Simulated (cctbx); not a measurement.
# Reading a Patterson map

Space group R-3m (no. 166), a = 2.4160 Å, b = 2.4160 Å, c = 52.8820 Å, α = 90.00°, β = 90.00°, γ = 120.00°, content N6 C18.

The data are simulated with cctbx, not measured: synchrotron X-rays, λ = 0.7749 Å, to d = 0.6 Å, 50 % of the full sphere, strongest reflection 40000 counts, noise from counting, a 2 % proportional error and a noise floor of 15 counts (s.d.); no absorption.

Patterson synthesis, origin scaled to 1000:

```text
Patterson group R -3 m :H
      u       v       w   height  length (A)
  0.000   0.000   0.000   1000.0     0.00
  0.000   0.000   0.270    594.5    14.28
  0.000   0.000   0.332    480.7    17.58
  0.000   0.000   0.397    454.9    20.99
  0.000   0.000   0.127    428.5     6.69
  0.000   0.000   0.063    290.9     3.33
  0.000   0.000   0.459    211.3    24.30
  0.000   0.000   0.204    148.6    10.78
  0.000   0.500   0.500   -107.8    26.47
```

Q: Assign the vectors.

A peak at u stands for all pairs with xi − xj = u, with weight Σ ZiZj against Σ Z² = 942 at the origin. Peak heights follow these weights only roughly, since form factors, motion and series ripples differ, all vectors within 0.55 Å of a peak are counted as merged into it though the farther ones add only part of their weight, and F(000) is left out, which lowers the whole map:

| u | v | w | shortest length (Å) | height | 1000 ΣZiZj/ΣZ² | pairs in the cell |
| --- | --- | --- | --- | --- | --- | --- |
| 0.000 | 0.000 | 0.270 | 3.63 | 594 | 653 | 6 × N–C, 6 × C–C, 3 × N–N |
| 0.000 | 0.000 | 0.332 | 1.40 | 481 | 497 | 6 × N–C, 6 × C–C |
| 0.000 | 0.000 | 0.397 | 3.64 | 455 | 535 | 12 × N–C |
| 0.000 | 0.000 | 0.127 | 6.72 | 428 | 497 | 6 × N–C, 6 × C–C |
| 0.000 | 0.000 | 0.063 | 3.33 | 291 | 344 | 9 × C–C |
| 0.000 | 0.000 | 0.459 | 6.79 | 211 | 268 | 6 × N–C |
| 0.000 | 0.000 | 0.204 | 6.98 | 149 | 229 | 6 × C–C |

The table stops at ten peaks or at a height of 45, below which ripples compete. In the model behind the data N, the heaviest element, has 1 independent site: (1/3, 2/3, 0.3024), up to an allowed shift of origin; the N–N vectors are differences of these positions and their symmetry mates. Elements of similar Z can't be told apart from the map alone. The whole model:

| atom | mult. | x | y | z | Ueq (Å²) |
| --- | --- | --- | --- | --- | --- |
| N1 | 6 | 1/3 | 2/3 | 0.3024 | 0.0310 |
| C1 | 6 | 2/3 | 1/3 | 0.3021 | 0.0289 |
| C2 | 6 | 2/3 | 1/3 | 0.2394 | 0.0232 |
| C3 | 6 | 2/3 | 1/3 | 0.0951 | 0.0334 |

The model was made for the exercise: a known structure type with other elements put in, its volume estimated, not relaxed; displacement parameters are assumed.

[Logs are printed without paths, hosts, clocks, repeated set-up lines and the standing remarks that a program may print on its own settings, such as how far it seeks lower states.]
